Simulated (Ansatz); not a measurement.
# Work function of Fe(100): what the settings cost and change

How far do functional and pseudopotentials move the work function of Fe(100), and at what cost?

Method: plane-wave DFT, PBE, Ansatz PAW, in the first sound run; inputs show where later runs differ, in Ansatz 0.2.0.

The experiments to compare with:

“Anisotropic work function of elemental crystals” (2019, arxiv:1902.07811) quotes from earlier work for Fe (clean (100) face, a compiled value): work function (clean (100) face, a compiled value) 4.75 eV.

**1. The structure**

The cell holds 7 atoms: 7 Fe. Cell: a = 2.870 Å, b = 2.870 Å, c = 26.610 Å, α = 90.0°, β = 90.0°, γ = 90.0°. Vacuum lies along c.

**2. Run, setting PBE, Ansatz PAW (420 eV)**

A work function rests on the faint tail of the density, so the SCF threshold is tight. PBE on the default files comes first; the next runs keep the geometry and change functional or files, each at the cutoff that its files recommend; a relaxation and, for heavy metals, spin-orbit coupling close the ladder.

input.yaml reads:

```yaml
crystal:
  lattice:
    - [2.87, 0.0, 0.0]
    - [0.0, 2.87, 0.0]
    - [0.0, 0.0, 26.61]
  atoms:
    - { symbol: Fe, position: [0.0, 0.0, 0.3382187148], spin: 2.5 }
    - { symbol: Fe, position: [0.5, 0.5, 0.3921458098], spin: 2.5 }
    - { symbol: Fe, position: [0.0, 0.0, 0.4460729049], spin: 2.5 }
    - { symbol: Fe, position: [0.5, 0.5, 0.5], spin: 2.5 }
    - { symbol: Fe, position: [0.0, 0.0, 0.5539270951], spin: 2.5 }
    - { symbol: Fe, position: [0.5, 0.5, 0.6078541902], spin: 2.5 }
    - { symbol: Fe, position: [0.0, 0.0, 0.6617812852], spin: 2.5 }
magnetization:
  spin_polarized: true
kpoints:
  mp_grid: { grid: [14, 14, 1] }
hamiltonian:
  xc: pbe
scf:
  occupations: { method: fermi_dirac, width: 0.1 }
  convergence: { dr2_threshold: 1.0e-09 }
efield:
  axis: 3
  dipole_correction: true
  ramp_position: 0.97
  ramp_width: 0.06
output:
  write_potential: true
  write_density: true
  volumetric_format: npy
  elf: true
```

On the command line:

```sh
ansatz run input.yaml --threads 4 --pin off --max-ram 6144MiB --backend cpu --events-out ev --progress --plain --runs-dir out
```

Numbers of over 12 decimals in the logs are rounded to 6 here.

Log:

```text
Engine: ansatz 0.2.0, aarch64-unknown-linux-gnu
Pseudopotentials: kind: paw
Pseudopotential: Fe, paw, valence charge 16, recommended cutoff 420 eV (normal), Fe.paw.azcp
Functional definition: PBE
  parameter kappa = 0.804
  parameter beta = 0.066725
  exchange = pbe_x(kappa = kappa, mu = beta*pi^2/3)
  correlation = pbe_c(beta = beta)
Crystal: 7 atoms, lattice volume = 219.184 Å³
Basis set: ecut = 420 eV, 4285 PW (Γ)
Bands: 78, of which v1, the nominal top of the filled ones, is band 56 counted from 1 (55 counted from 0)
Symmetry: 8 space group operations
k-points: 36 of 196
Non-local potential: Fe, projectors of the file, l = 0: 3, l = 1: 2, l = 2: 3, l = 3: 1
PAW form: soft (Blöchl's): semilocal exchange-correlation on the pseudo side does not see the compensation charge
PAW one-centre angular grid: Fe, 590 points (default); XC on 64 Gauss nodes
Initial density: superposition of atomic densities (neutral atoms: chi_scale 0, normalization atom)
Starting moments: Σ|m| = 17.5 μB on 7 of 7 sites
Initial wavefunctions: pseudopotential atomic-orbital guess
Functional: x = pbe(κ = 0.804, μ = 0.219515), c = pbe(β = 0.066725)
SCF iter   1: F=—  HF=-31360.746228 eV  |F-HF|=—  |Δ(HF+E_count)|=         —  Δρ=6.41e-2 (↑3.47e-2 ↓6.41e-2)  dr2=2.41e1  dr2_m=3.88e0  M=18.061 μB ∫|m|=18.274 μB  β_m=1.00  ethr=3.10e-3  p=0.000 e·Å  D=2.01e-13 V/Å  ΔV_dip=-0.00 eV  dr2_dipole=9.15e-8  V_vac-E_F(+/−)=7.45/7.45 eV  ⟨swp⟩=10.1  Hψ=28128  notcnv=0  defer=130
Mixer restart at iter 1: flushing history
efield: sawtooth ramp at fractional position 0.9700 (set: `efield.ramp_position`, or a place that a band, a saddle search or an elastic batch's reference lends), width 0.0600; the density the first Hamiltonian is built on has a dipole p = 0.000 e·Å; the dipole correction subtracts the counter field D = 2.01e-13 V/Å, which shifts the + side's vacuum level by -0.00 eV against the − side's; the planar-averaged density in the ramp window peaks in size at 1.5e-5 e/Å³
preconditioner: auto → LDOS  [metal: Δε(μ)=0.017 eV  Ē_g=6.662 eV  σ=0.100 eV  W_gap=0.04  n_scr=56 (ndim 8)  ℏωp=18.8 eV  f_vac=0.553  D(μ)=6.56/eV (n_scr^D=46)]
spin=Collinear: LDOS preconditioning applied to the charge; magnetization (m = ρ↑ − ρ↓) channel mixes plain (no charge-response kernel on spin).
SCF iter   2: F=—  HF=-31357.289083 eV  |F-HF|=—  |Δ(HF+E_count)|=    3.46e0  Δρ=2.10e-2 (↑2.10e-2 ↓1.06e-2)  dr2=3.60e0  dr2_m=3.27e-1  M=18.331 μB ∫|m|=18.948 μB  β_m=0.32  ethr=3.10e-3  p=0.000 e·Å  D=4.67e-5 V/Å  ΔV_dip=-0.00 eV  dr2_dipole=7.65e-8  V_vac-E_F(+/−)=5.30/5.30 eV  ⟨swp⟩=3.6  Hψ=11761  notcnv=0  defer=344
density mixer auto → msr1: a metal under ldos (density of states about μ 2.47 of a free-electron gas's, 56 screened modes)
SCF iter   3: F=—  HF=-31358.862731 eV  |F-HF|=—  |Δ(HF+E_count)|=    1.57e0  Δρ=1.49e-2 (↑1.49e-2 ↓1.00e-2)  dr2=2.62e-1  dr2_m=2.83e-1  M=18.004 μB ∫|m|=18.726 μB  β_m=0.46  ethr=3.10e-3  p=0.000 e·Å  D=2.43e-5 V/Å  ΔV_dip=-0.00 eV  dr2_dipole=4.66e-8  V_vac-E_F(+/−)=4.42/4.42 eV  ⟨swp⟩=2.4  Hψ=7433  notcnv=0  defer=313
SCF iter   4: F=—  HF=-31360.334155 eV  |F-HF|=—  |Δ(HF+E_count)|=    1.47e0  Δρ=9.72e-3 (↑9.72e-3 ↓6.79e-3)  dr2=1.32e-1  dr2_m=1.11e-1  M=17.991 μB ∫|m|=18.755 μB  β_m=0.48  ethr=2.34e-4  p=-0.000 e·Å  D=-2.58e-6 V/Å  ΔV_dip=0.00 eV  dr2_dipole=6.52e-8  V_vac-E_F(+/−)=4.04/4.04 eV  ⟨swp⟩=2.8  Hψ=11260  notcnv=0  defer=322
SCF iter   5: F=—  HF=-31360.741067 eV  |F-HF|=—  |Δ(HF+E_count)|=   4.07e-1  Δρ=3.81e-3 (↑3.81e-3 ↓2.44e-3)  dr2=1.35e-2  dr2_m=1.71e-2  M=17.951 μB ∫|m|=18.721 μB  β_m=0.74  ethr=1.18e-4  p=-0.000 e·Å  D=-1.53e-5 V/Å  ΔV_dip=0.00 eV  dr2_dipole=5.39e-8  V_vac-E_F(+/−)=4.06/4.05 eV  ⟨swp⟩=2.7  Hψ=11764  notcnv=0  defer=324
SCF iter   6: F=—  HF=-31360.850403 eV  |F-HF|=—  |Δ(HF+E_count)|=   1.09e-1  Δρ=2.88e-3 (↑2.88e-3 ↓9.39e-4)  dr2=1.53e-2  dr2_m=5.40e-3  M=17.946 μB ∫|m|=18.774 μB  β_m=0.69  ethr=1.20e-5  p=-0.000 e·Å  D=-1.17e-5 V/Å  ΔV_dip=0.00 eV  dr2_dipole=4.99e-8  V_vac-E_F(+/−)=3.89/3.89 eV  ⟨swp⟩=3.5  Hψ=13029  notcnv=0  defer=336
SCF iter   7: F=—  HF=-31360.849544 eV  |F-HF|=—  |Δ(HF+E_count)|=   8.59e-4  Δρ=1.09e-3 (↑1.09e-3 ↓6.27e-4)  dr2=2.57e-3  dr2_m=8.22e-4  M=17.938 μB ∫|m|=18.777 μB  β_m=0.66  ethr=1.20e-5  p=-0.000 e·Å  D=-7.45e-6 V/Å  ΔV_dip=0.00 eV  dr2_dipole=3.28e-9  V_vac-E_F(+/−)=3.87/3.86 eV  ⟨swp⟩=2.2  Hψ=9582  notcnv=0  defer=329
SCF iter   8: F=—  HF=-31360.849152 eV  |F-HF|=—  |Δ(HF+E_count)|=   3.92e-4  Δρ=3.15e-4 (↑3.15e-4 ↓2.35e-4)  dr2=3.74e-4  dr2_m=6.20e-5  M=17.933 μB ∫|m|=18.779 μB  β_m=0.65  ethr=2.29e-6  p=-0.000 e·Å  D=-4.41e-6 V/Å  ΔV_dip=0.00 eV  dr2_dipole=7.90e-9  V_vac-E_F(+/−)=3.86/3.86 eV  ⟨swp⟩=2.6  Hψ=10310  notcnv=0  defer=329
SCF iter   9: F=—  HF=-31360.849184 eV  |F-HF|=—  |Δ(HF+E_count)|=   3.21e-5  Δρ=1.03e-4 (↑1.03e-4 ↓5.86e-5)  dr2=4.52e-5  dr2_m=9.21e-6  M=17.932 μB ∫|m|=18.779 μB  β_m=0.68  ethr=3.33e-7  p=-0.000 e·Å  D=-1.96e-6 V/Å  ΔV_dip=0.00 eV  dr2_dipole=1.40e-12  V_vac-E_F(+/−)=3.86/3.86 eV  ⟨swp⟩=2.4  Hψ=8273  notcnv=0  defer=329
SCF iter  10: F=—  HF=-31360.849184 eV  |F-HF|=—  |Δ(HF+E_count)|=   1.10e-7  Δρ=2.41e-5 (↑2.33e-5 ↓2.41e-5)  dr2=2.14e-6  dr2_m=8.33e-7  M=17.932 μB ∫|m|=18.780 μB  β_m=0.84  ethr=4.04e-8  p=-0.000 e·Å  D=-1.21e-6 V/Å  ΔV_dip=0.00 eV  dr2_dipole=1.16e-9  V_vac-E_F(+/−)=3.86/3.86 eV  ⟨swp⟩=2.1  Hψ=7596  notcnv=0  defer=329
SCF iter  11: F=—  HF=-31360.849188 eV  |F-HF|=—  |Δ(HF+E_count)|=   3.54e-6  Δρ=2.72e-5 (↑2.72e-5 ↓1.13e-5)  dr2=1.16e-6  dr2_m=4.66e-7  M=17.933 μB ∫|m|=18.781 μB  β_m=0.76  ethr=1.91e-9  p=0.000 e·Å  D=2.70e-8 V/Å  ΔV_dip=-0.00 eV  dr2_dipole=1.28e-8  V_vac-E_F(+/−)=3.86/3.86 eV  ⟨swp⟩=2.8  Hψ=9633  notcnv=0  defer=329
SCF iter  12: F=—  HF=-31360.849188 eV  |F-HF|=—  |Δ(HF+E_count)|=   2.63e-7  Δρ=1.32e-5 (↑1.32e-5 ↓5.99e-6)  dr2=5.00e-7  dr2_m=8.42e-8  M=17.933 μB ∫|m|=18.781 μB  β_m=0.68  ethr=1.03e-9  p=-0.000 e·Å  D=-6.24e-7 V/Å  ΔV_dip=0.00 eV  dr2_dipole=1.53e-8  V_vac-E_F(+/−)=3.86/3.86 eV  ⟨swp⟩=2.2  Hψ=9517  notcnv=0  defer=329
SCF iter  13: F=—  HF=-31360.849188 eV  |F-HF|=—  |Δ(HF+E_count)|=   7.26e-9  Δρ=4.45e-6 (↑4.45e-6 ↓2.83e-6)  dr2=7.87e-8  dr2_m=1.44e-8  M=17.933 μB ∫|m|=18.781 μB  β_m=0.62  ethr=4.47e-10  p=0.000 e·Å  D=6.89e-8 V/Å  ΔV_dip=-0.00 eV  dr2_dipole=3.17e-9  V_vac-E_F(+/−)=3.86/3.86 eV  ⟨swp⟩=2.7  Hψ=9593  notcnv=0  defer=329
SCF iter  14: F=—  HF=-31360.849188 eV  |F-HF|=—  |Δ(HF+E_count)|=   2.65e-9  Δρ=1.96e-6 (↑1.96e-6 ↓1.26e-6)  dr2=1.22e-8  dr2_m=2.59e-9  M=17.933 μB ∫|m|=18.781 μB  β_m=0.62  ethr=7.02e-11  p=-0.000 e·Å  D=-1.25e-7 V/Å  ΔV_dip=0.00 eV  dr2_dipole=2.58e-10  V_vac-E_F(+/−)=3.86/3.86 eV  ⟨swp⟩=2.8  Hψ=10211  notcnv=0  defer=329
SCF iter  15: F=—  HF=-31360.849188 eV  |F-HF|=—  |Δ(HF+E_count)|=  5.46e-11  Δρ=4.18e-7 (↑3.47e-7 ↓4.18e-7)  dr2=3.57e-10  dr2_m=2.10e-10  M=17.933 μB ∫|m|=18.781 μB  β_m=0.73  ethr=1.09e-11  p=-0.000 e·Å  D=-3.42e-8 V/Å  ΔV_dip=0.00 eV  dr2_dipole=3.62e-13  V_vac-E_F(+/−)=3.86/3.86 eV  ⟨swp⟩=2.3  Hψ=8527  notcnv=0  defer=329
SCF iter  16: F=—  HF=-31360.849188 eV  |F-HF|=—  |Δ(HF+E_count)|=  9.46e-11  Δρ=3.51e-7 (↑2.78e-7 ↓3.51e-7)  dr2=1.06e-9  dr2_m=2.74e-11  M=17.933 μB ∫|m|=18.781 μB  β_m=0.76  ethr=1.00e-12  p=-0.000 e·Å  D=-1.21e-8 V/Å  ΔV_dip=0.00 eV  dr2_dipole=4.70e-12  V_vac-E_F(+/−)=3.86/3.86 eV  ⟨swp⟩=2.6  Hψ=8840  notcnv=0  defer=329
SCF iter  17: F=-31360.849188 eV  HF=-31360.849188 eV  |F-HF|=3.97e-10  |Δ(HF+E_count)|=  1.02e-10  Δρ=1.34e-7 (↑1.01e-7 ↓1.34e-7)  dr2=1.12e-10  dr2_m=2.94e-12  M=17.933 μB ∫|m|=18.781 μB  ethr=1.00e-12  p=-0.000 e·Å  D=-3.20e-9 V/Å  ΔV_dip=0.00 eV  dr2_dipole=6.47e-15  V_vac-E_F(+/−)=3.86/3.86 eV  ⟨swp⟩=11.6  Hψ=22899  notcnv=0
SCF 1 converged in 17 iterations: F = -31360.849188 eV  dr2 = 1.12e-10
  greatest PAW one-centre occupation: 1.003 electrons in one spin orbital (limit 2), on the Fe atom at site 6 (counted from 0), in its partial waves of l = 1
WARN: The output density's exchange-correlation potential varies sharply where the density is thin. Do not read a vacuum level from v_tot or v_xc, or from such a field of the output density. On a cell that repeats whose density bears no net charge and no dipole along the vacuum's axis use v_es (v_loc + v_h of the components); under efield.dipole_correction with no amplitude use v_es + v_field, which holds any externa [...]
SCF converged after 17 iterations
Magnetization: 17.9330 μB (64.9665 up, 47.0335 down)
Absolute magnetization: 18.7813 μB (∫|ρ↑−ρ↓|, with the PAW one-centre terms)
Spin contamination: 0.3257 ħ² per cell (⟨S²⟩ above its minimum at these occupations)
Per-site moments (μB) at R_I (Å): [(2.974449, 1.025266), (2.400249, 1.025266), (2.430653, 1.025266), (2.320574, 1.025266), (2.430653, 1.025266), (2.400249, 1.025266), (2.974448, 1.025266)]
Free energy (F): -31360.849188 eV
Harris-Foulkes:  -31360.849188 eV  (|F-HF|=3.97e-10)
Internal energy: -31360.597937 eV  (E = F + TS)
E sigma→0 (E₀):  -31360.723562 eV
Entropy (-TS):   -0.251251 eV (-35.893 meV/atom)
Fermi energy:    4.423519 eV
Dipole field:    D = 0.000000 V/Å  (p = 0.000000 e·Å, saw-weighted, corrected)
Work function:   Φ+ = 3.8573 eV   Φ− = 3.8573 eV
Levels:          The Fermi level and band energies are counted from a zero that moves with the ramp; work functions are not
--- Per-component energies (eV) ---
  E_band       = -3062.128144
  E_kinetic    = 2436.222215
  E_local      = -253354.402509  (includes V_loc(G=0)·N_el)
  E_nonlocal   = 1547.863281
  E_hartree    = 124733.910492
  E_xc         = -816.242758
  E_vxc        = -1050.360413  (∫ρ·V_xc dr)
  E_paw        = -9574.800606  (= ΣΔE_a)
  E_vpaw       = -2109.274038  (= ΣTr[D̂ρ^β])
  E_aug_tail   = 0.005513  (compensation charges beyond the density's cutoff)
  E_efield     = 0.000000  (sawtooth field / dipole correction)
  E_vefield    = 0.000000  (∫n·V_field dr)
  E_ewald      = 103666.846438
  E_smearing   = -0.251251  (= −TS)
  E_closure    = 0.000000  (closes the sum)
  Σ components = -31360.849188   (vs F -31360.849188, Δ=0.00e0)
--- Band table (eV; the first three rows and the last of 72) ---
  k-point 0 ↑: bands = [... 52 lower, 2.5621, 2.6611, 2.9016, 2.9016, 2.9729, 3.1411, 3.4049, 3.5174, ... 18 higher]
  k-point 1 ↑: bands = [... 52 lower, 2.6818, 2.6955, 2.7264, 2.9017, 3.1521, 3.1843, 3.3329, 3.3837, ... 18 higher]
  k-point 2 ↑: bands = [... 52 lower, 2.7370, 2.7875, 2.8338, 2.9480, 3.1523, 3.2691, 3.3088, 3.3219, ... 18 higher]
  k-point 35 ↓: bands = [... 52 lower, 6.1712, 6.2402, 6.2403, 6.2532, 6.3739, 6.3739, 6.3912, 6.4002, ... 18 higher]
```

Wall time 2.4 min (4 threads of Arm Neoverse N1, shared host); peak memory 1.5 GiB; 8.6 min of CPU time.

Numbers from this step:

```
energy at zero smearing   : -31360.7236 eV
total moment              : 17.93 μB
site moments              : 2.974, 2.400, 2.431, 2.321, 2.431, 2.400, 2.974 μB
work function, upper face : 3.857 eV
```

Running mean over 1.435 Å of the planar mean; the ramp of the sawtooth is left out. Electron's electrostatic potential energy less the Fermi level against z:

| z (Å) | electron's electrostatic potential energy less the Fermi level (eV) |
| --- | --- |
| 3.5 | 3.86 |
| 4.0 | 3.86 |
| 4.5 | 3.86 |
| 5.0 | 3.85 |
| 5.5 | 3.84 |
| 6.0 | 3.82 |
| 6.5 | 3.73 |
| 7.0 | 3.43 |
| 7.5 | 2.43 |
| 8.0 | -0.859 |
| 8.5 | -5.83 |
| 9.0 | -9.02 |
| 9.5 | -9.59 |
| 10.0 | -9.58 |
| 10.5 | -9.53 |
| 11.0 | -9.50 |
| 11.5 | -9.47 |
| 12.0 | -9.45 |
| 12.5 | -9.42 |
| 13.0 | -9.40 |
| 13.5 | -9.40 |
| 14.0 | -9.42 |
| 14.5 | -9.44 |
| 15.0 | -9.47 |
| 15.5 | -9.49 |
| 16.0 | -9.52 |
| 16.5 | -9.56 |
| 17.0 | -9.60 |
| 17.5 | -9.28 |
| 18.0 | -6.80 |
| 18.5 | -1.93 |
| 19.0 | 1.96 |
| 19.5 | 3.31 |
| 20.0 | 3.69 |
| 20.5 | 3.80 |
| 21.0 | 3.84 |
| 21.5 | 3.85 |
| 22.0 | 3.86 |
| 22.5 | 3.86 |
| 23.0 | 3.86 |
| 23.5 | 3.86 |

Site moment by atom:

| atom | site moment (μB) |
| --- | --- |
| Fe1 | 2.97 |
| Fe2 | 2.40 |
| Fe3 | 2.43 |
| Fe4 | 2.32 |
| Fe5 | 2.43 |
| Fe6 | 2.40 |
| Fe7 | 2.97 |

Spin density in the ca plane at fractional y = 0.000, with atoms of Fe within 0.2 Å of it.

Ten even steps from '0' (0.0 e/Å³) to '9' (5.6 e/Å³), each cell a mean:
```
00000156200001551000015410000265100000000000
00000011000000110000001100000011000000000000
00000000000000000000000000000000000000000000
00000000000000000000000000000000000000000000
00000000000000000000000000000000000000000000
00000000000000000000000000000000000000000000
00000133100000220000003200000133000000000000
00000289300002782000028720000398200000000000
```
Columns run along c (16.0 Å, from fractional 0.25 to 0.85 of the cell), rows up along a (2.9 Å). Atoms in or near the plane, at fractional coordinates: Fe at (0.34, 0.00), Fe at (0.45, 0.00), Fe at (0.55, 0.00), Fe at (0.66, 0.00).

Electrostatic potential energy in the ca plane at fractional y = 0.000, with atoms of Fe within 0.2 Å of it. With pseudopotentials it is smooth inside the atoms' cores, unlike the true potential.

Ten even steps from '0' (-52 eV) to '9' (8 eV), each cell a mean:
```
99997300279973002799720037997200379999999999
99998633689986336899863368998533689999999999
99999888899998888999988889999888899999999999
99999999999999999999999999999999999999999999
99999989999999999999999999999999999999999999
99999766799997667999976679999766799999999999
99998411489984114899841148997311489999999999
99997200269972002799720027996100279999999999
```
Columns run along c (16.0 Å, from fractional 0.25 to 0.85 of the cell; values clipped at the 3rd and 97th percentile), rows up along a (2.9 Å). Atoms in or near the plane, at fractional coordinates: Fe at (0.34, 0.00), Fe at (0.45, 0.00), Fe at (0.55, 0.00), Fe at (0.66, 0.00).

Valence density in the ca plane at fractional y = 0.000, with atoms of Fe within 0.2 Å of it. It is the smooth field of the valence electrons, not physical close to the nuclei.

Ten steps, logarithmic in the rise over the least value, from '0' (0 e/Å³) to '9' (26 e/Å³), each cell a mean:
```
00002589621126896211269862112698510000000000
00001355311113553111135531111355310000000000
00000122111111221111112211111122100000000000
00000011111111111111111111111111000000000000
00000111111111111111111111111111100000000000
00000233211112332111123321111233200000000000
00001477521125775211257752112577410000000000
00002699731127996211379962113799620000000000
```
Columns run along c (16.0 Å, from fractional 0.25 to 0.85 of the cell), rows up along a (2.9 Å). Atoms in or near the plane, at fractional coordinates: Fe at (0.34, 0.00), Fe at (0.45, 0.00), Fe at (0.55, 0.00), Fe at (0.66, 0.00).

The work function is 3.857 eV.

**3. Run**

This step: plane-wave DFT, LDA, Ansatz PAW (Ansatz 0.2.0).

input.yaml, as its differences from that of step 2:

```diff
@@ -18,3 +18,3 @@
 hamiltonian:
-  xc: pbe
+  xc: lda
 scf:
@@ -31,2 +31 @@
   volumetric_format: npy
-  elf: true
```

Log:

```text
[...]
Crystal: 7 atoms, lattice volume = 219.184 Å³
Basis set: ecut = 420 eV, 4285 PW (Γ)
Bands: 78, of which v1, the nominal top of the filled ones, is band 56 counted from 1 (55 counted from 0)
Symmetry: 8 space group operations
k-points: 36 of 196
[...]
k-point 1 ↑: bands = [... 52 lower, 2.3627, 2.3823, 2.4692, 2.5794, 2.8721, 2.8920, 3.0157, 3.1237, ... 18 higher]
  k-point 2 ↑: bands = [... 52 lower, 2.4279, 2.5408, 2.5721, 2.6275, 2.8873, 2.9503, 2.9990, 3.0015, ... 18 higher]
  k-point 35 ↓: bands = [... 52 lower, 5.5517, 5.6171, 5.7073, 5.7210, 5.7257, 5.7325, 5.7413, 5.7440, ... 18 higher]
[key lines of the parts left out:]
SCF converged after 19 iterations
Magnetization: 17.5259 μB (64.7629 up, 47.2371 down)
Free energy (F): -30935.512552 eV
Fermi energy:    4.025561 eV
Dipole field:    D = 0.000001 V/Å  (p = 0.000002 e·Å, saw-weighted, corrected)
Work function:   Φ+ = 4.2467 eV   Φ− = 4.2467 eV
```

Elapsed: 2.9 min, on 4 threads; peak memory 1.5 GiB.

The work function is 4.247 eV, +0.389 eV from the run “PBE, Ansatz PAW (420 eV)”, at 1.2 times its CPU time.

**4. Run**

This step: plane-wave DFT, PBEsol, Ansatz PAW (Ansatz 0.2.0).

input.yaml, as its differences from that of step 3:

```diff
@@ -18,3 +18,3 @@
 hamiltonian:
-  xc: lda
+  xc: pbesol
 scf:
```

Log:

```text
[...]
Crystal: 7 atoms, lattice volume = 219.184 Å³
Basis set: ecut = 420 eV, 4285 PW (Γ)
Bands: 78, of which v1, the nominal top of the filled ones, is band 56 counted from 1 (55 counted from 0)
Symmetry: 8 space group operations
k-points: 36 of 196
[...]
k-point 1 ↑: bands = [... 52 lower, 2.5645, 2.5777, 2.6360, 2.7841, 3.0694, 3.0700, 3.2184, 3.3025, ... 18 higher]
  k-point 2 ↑: bands = [... 52 lower, 2.6210, 2.6876, 2.7363, 2.8377, 3.0681, 3.1531, 3.1970, 3.2081, ... 18 higher]
  k-point 35 ↓: bands = [... 52 lower, 5.9996, 6.0742, 6.0906, 6.0908, 6.2062, 6.2126, 6.2359, 6.2398, ... 18 higher]
[key lines of the parts left out:]
SCF converged after 17 iterations
Magnetization: 17.9406 μB (64.9703 up, 47.0297 down)
Free energy (F): -31138.648852 eV
Fermi energy:    4.309150 eV
Dipole field:    D = -0.000008 V/Å  (p = -0.000010 e·Å, saw-weighted, corrected)
Work function:   Φ+ = 3.9441 eV   Φ− = 3.9440 eV
```

Wall time 2.5 min (4 threads); peak memory 1.5 GiB; 8.6 min of CPU time.

The work function is 3.944 eV, +0.087 eV from the run “PBE, Ansatz PAW (420 eV)”, at 1.0 times its CPU time.

**5. Run**

This step: plane-wave DFT, RPBE, Ansatz PAW (Ansatz 0.2.0).

input.yaml, as its differences from that of step 4:

```diff
@@ -18,3 +18,3 @@
 hamiltonian:
-  xc: pbesol
+  xc: rpbe
 scf:
```

Log:

```text
[...]
Crystal: 7 atoms, lattice volume = 219.184 Å³
Basis set: ecut = 420 eV, 4285 PW (Γ)
Bands: 78, of which v1, the nominal top of the filled ones, is band 56 counted from 1 (55 counted from 0)
Symmetry: 8 space group operations
k-points: 36 of 196
[...]
k-point 1 ↑: bands = [... 52 lower, 2.7950, 2.8043, 2.8418, 3.0165, 3.2744, 3.2925, 3.4417, 3.5062, ... 18 higher]
  k-point 2 ↑: bands = [... 52 lower, 2.8458, 2.8933, 2.9425, 3.0707, 3.2755, 3.3776, 3.4156, 3.4381, ... 18 higher]
  k-point 35 ↓: bands = [... 52 lower, 6.4147, 6.4266, 6.4267, 6.4818, 6.5276, 6.5276, 6.6368, 6.6385, ... 18 higher]
[key lines of the parts left out:]
SCF converged after 18 iterations
Magnetization: 18.1617 μB (65.0809 up, 46.9191 down)
Free energy (F): -31394.782820 eV
Fermi energy:    4.585652 eV
Dipole field:    D = -0.000002 V/Å  (p = -0.000002 e·Å, saw-weighted, corrected)
Work function:   Φ+ = 3.6821 eV   Φ− = 3.6821 eV
```

Wall time 2.4 min (4 threads); peak memory 1.5 GiB; 9 min of CPU time.

The work function is 3.682 eV, -0.175 eV from the run “PBE, Ansatz PAW (420 eV)”, at 1.0 times its CPU time.

[end of part 1 of 2]

[Logs are printed without paths, hosts, clocks, repeated set-up lines and the standing remarks that a program may print on its own settings, such as how far it seeks lower states.]

[Hosts, paths, dates, database ids (printed as entryN), source tags and the programs' standing remarks are cut or masked in the printed files.]

[Maps of the electrostatic potential energy from Ansatz leave out the sawtooth potential of an applied field or a dipole correction, so their vacuum need not be flat; planar profiles and work functions include it.]
